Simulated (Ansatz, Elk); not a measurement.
# Na2IF: X-ray structure factors from the self-consistent density, part 2 of 2

Structure refinements treat a crystal as free atoms side by side. For a made-up structure of Na2IF (cell and positions from a PBE relaxation) the runs below show what the calculated density changes in F(hkl).

Elk 11.2.3 (patched build); all-electron DFT.

So far. Step 4 (Another try): Its structure factors differ from the first run's by R = 0.2 %.

The structure was built from a prototype and need not be the compound's stable phase.

## 5. Another functional

Level of this step: DFT, PBEsol, all-electron APW+lo, Dirac cores, scalar-relativistic bands, static density, no spin (Elk).

The difference from free atoms is small, so it is set against the change that PBEsol makes.

elk.in

```
tasks
  0
  195

xctype
  22

spinpol
  .false.

rgkmax
  7.0

gmaxvr
  14.0

lmaxo
  7

lmaxapw
  8

swidth
  0.002

tshift
  .false.

ramdisk
  .false.

hmaxvr
  5.5

maxscl
  120

epspot
  1e-06

sppath
  './'

avec
  3.80725110882 2.19811745222 12.46467653104
  -3.80725110882 2.19811745222 12.46467653104
  -0.00000000000 -4.39623490543 12.46467653087

atoms
  3
  'I.in'
  1
  0.0000000000 0.0000000000 0.0000000000   0.000000 0.000000 0.000000
  'Na.in'
  2
  0.7713723975 0.7713723975 0.7713723975   0.000000 0.000000 0.000000
  0.2286276025 0.2286276025 0.2286276025   0.000000 0.000000 0.000000
  'F.in'
  1
  0.5000000000 0.5000000000 0.5000000000   0.000000 0.000000 0.000000

ngridk
  7 7 7
```

Command:

```console
$ OMP_NUM_THREADS=4 elk
```

Numbers of over 12 decimals in the logs are rounded to 6 here.

Output:

```text
┌─────────────────────────┐
│ Elk code version 11.2.3 │
└─────────────────────────┘

All units are atomic (Hartree, Bohr, etc.)

┌─────────────────────────────────────────────────┐
│ Ground-state run starting from atomic densities │
└─────────────────────────────────────────────────┘

Lattice vectors :
   3.807251109       2.198117452       12.46467653
  -3.807251109       2.198117452       12.46467653
  -0.000000000      -4.396234905       12.46467653

Reciprocal lattice vectors :
  0.8251603490      0.4764065496      0.1680264303
[...]
muffin-tins (core leakage)
  species : 1 (I)
[...]
species : 2 (Na)
[...]
atom 2                    :    10.01827963     ( -0.9715865623E-07)
  species : 3 (F)
   atom 1                    :    8.942634014     ( -0.2954218292E-06)
 total in muffin-tins        :    79.99985231
 total calculated charge     :    83.99969959
 total charge                :    84.00000000
 error                       :   0.3004119190E-03

┌──────────────────────────────┐
│ Self-consistent loop stopped │
└──────────────────────────────┘

Warning : core states of species 1 leak from the muffin-tin :   0.2035024893E-03

Wrote STATE.OUT
[key lines of the parts left out:]
total energy                :     -7539.9739819203
```

Run time: 33 s. Hardware: 4 threads of Arm Neoverse V1, shared host; peak memory 0.2 GiB; 85 s of CPU time.

Against the first run R = 0.03 %; the largest change is -0.025 at 300.

## 6. Basis size

The basis and the expansions that go with it are enlarged, to see whether the differences are converged.

Edit elk.in of step 5 so:

```diff
@@ -5,3 +5,3 @@
 xctype
-  22
+  20
 
@@ -11,12 +11,12 @@
 rgkmax
-  7.0
+  8.5
 
 gmaxvr
-  14.0
+  18.0
 
 lmaxo
-  7
+  9
 
 lmaxapw
-  8
+  10
```

Command:

```console
$ OMP_NUM_THREADS=4 elk
```

Output:

```text
┌─────────────────────────┐
│ Elk code version 11.2.3 │
└─────────────────────────┘

All units are atomic (Hartree, Bohr, etc.)

┌─────────────────────────────────────────────────┐
│ Ground-state run starting from atomic densities │
└─────────────────────────────────────────────────┘

Lattice vectors :
   3.807251109       2.198117452       12.46467653
  -3.807251109       2.198117452       12.46467653
  -0.000000000      -4.396234905       12.46467653

Reciprocal lattice vectors :
  0.8251603490      0.4764065496      0.1680264303
[...]
muffin-tins (core leakage)
  species : 1 (I)
[...]
species : 2 (Na)
[...]
atom 2                    :    10.01987663     ( -0.9715865712E-07)
  species : 3 (F)
   atom 1                    :    8.960232385     ( -0.2954233400E-06)
 total in muffin-tins        :    80.03341515
 total calculated charge     :    83.99979659
 total charge                :    84.00000000
 error                       :   0.2034149782E-03

┌──────────────────────────────┐
│ Self-consistent loop stopped │
└──────────────────────────────┘

Warning : core states of species 1 leak from the muffin-tin :   0.2017779909E-03

Wrote STATE.OUT
[key lines of the parts left out:]
total energy                :     -7544.0140854638
```

Elapsed: 87 s, on 4 threads; peak memory 0.43 GiB.

Against the first run R = 0.01 %; the largest change is -0.004 at 220.

## 7. Basis size

A smaller basis shows how fast F responds to it; the change is likely larger than the basis error of the first run, but doesn't show convergence.

Edit elk.in of step 6 so:

```diff
@@ -11,12 +11,12 @@
 rgkmax
-  8.5
+  5.5
 
 gmaxvr
-  18.0
+  14.0
 
 lmaxo
-  9
+  7
 
 lmaxapw
-  10
+  8
```

Command:

```console
$ OMP_NUM_THREADS=4 elk
```

Output:

```text
┌─────────────────────────┐
│ Elk code version 11.2.3 │
└─────────────────────────┘

All units are atomic (Hartree, Bohr, etc.)

┌─────────────────────────────────────────────────┐
│ Ground-state run starting from atomic densities │
└─────────────────────────────────────────────────┘

Lattice vectors :
   3.807251109       2.198117452       12.46467653
  -3.807251109       2.198117452       12.46467653
  -0.000000000      -4.396234905       12.46467653

Reciprocal lattice vectors :
  0.8251603490      0.4764065496      0.1680264303
[...]
muffin-tins (core leakage)
  species : 1 (I)
[...]
species : 2 (Na)
[...]
atom 2                    :    10.01185522     ( -0.9715865668E-07)
  species : 3 (F)
   atom 1                    :    8.910292577     ( -0.2954233662E-06)
 total in muffin-tins        :    79.95251508
 total calculated charge     :    83.99966197
 total charge                :    84.00000000
 error                       :   0.3380257395E-03

┌──────────────────────────────┐
│ Self-consistent loop stopped │
└──────────────────────────────┘

Warning : core states of species 1 leak from the muffin-tin :   0.2019098691E-03

Wrote STATE.OUT
[key lines of the parts left out:]
total energy                :     -7543.9506576706
```

It took 26 s on 4 threads; peak memory 0.19 GiB.

Against the first run R = 0.02 %; the largest change is +0.026 at 300.

## 8. Settings against the effect

| run | R against the first run (%) | R against neutral atoms, low angle (%) | wall time |
| --- | --- | --- | --- |
| PBE, rgkmax 7 | 0.00 | 0.31 | 35 s |
| PBEsol | 0.03 | 0.30 | 33 s |
| rgkmax 8.5 with larger expansions | 0.01 | 0.32 | 87 s |
| rgkmax 5.5 | 0.02 | 0.29 | 26 s |

## 9. Summary of results

| Quantity | Value |
| --- | --- |
| R against neutral atoms, sin θ/λ < 0.3 Å⁻¹ | 0.31 % |
| R against neutral atoms, 0.3 to 0.74 Å⁻¹ | 0.10 % |
| R against ions, below 0.3 Å⁻¹ | 0.17 % |

What this shows: Independent neutral atoms miss the calculated amplitudes by R = 0.31 % below 0.3 Å⁻¹ and 0.10 % from there to 0.74 Å⁻¹; by shells, 0.44 % below 0.15 Å⁻¹ (2 forms), 0.30 % 0.15 to 0.3 (13 forms), 0.09 % 0.3 to 0.45 (24 forms), 0.10 % above 0.45 (110 forms). Bonding, aspherical density and the tables' own atoms all enter these figures, and the runs don't part them. The largest change of an amplitude is +0.46 electrons, at 012. Formal ions give R = 0.17 % at low angle, nearer than neutral atoms. The window's part falls from 12.0 electrons at the origin to at most 1.03 between 0.45 and 0.74 Å⁻¹, where compact states inside the window still scatter. Below 0.3 Å⁻¹ the changes that finished (PBEsol, rgkmax 8.5 with larger expansions and rgkmax 5.5) move F by R = 0.04 % at most, against the 0.31 % that separates it from free atoms. The k-mesh has no finished test. Part of the difference isn't bonding: the tables are fits to free atoms and ions calculated by other methods than this functional. Thermal motion, anomalous dispersion and extinction are left out.

[Logs are printed without paths, hosts, clocks, repeated set-up lines and the standing remarks that a program may print on its own settings, such as how far it seeks lower states.]

[Hosts, paths, dates, database ids (printed as entryN), source tags and the programs' standing remarks are cut or masked in the printed files.]
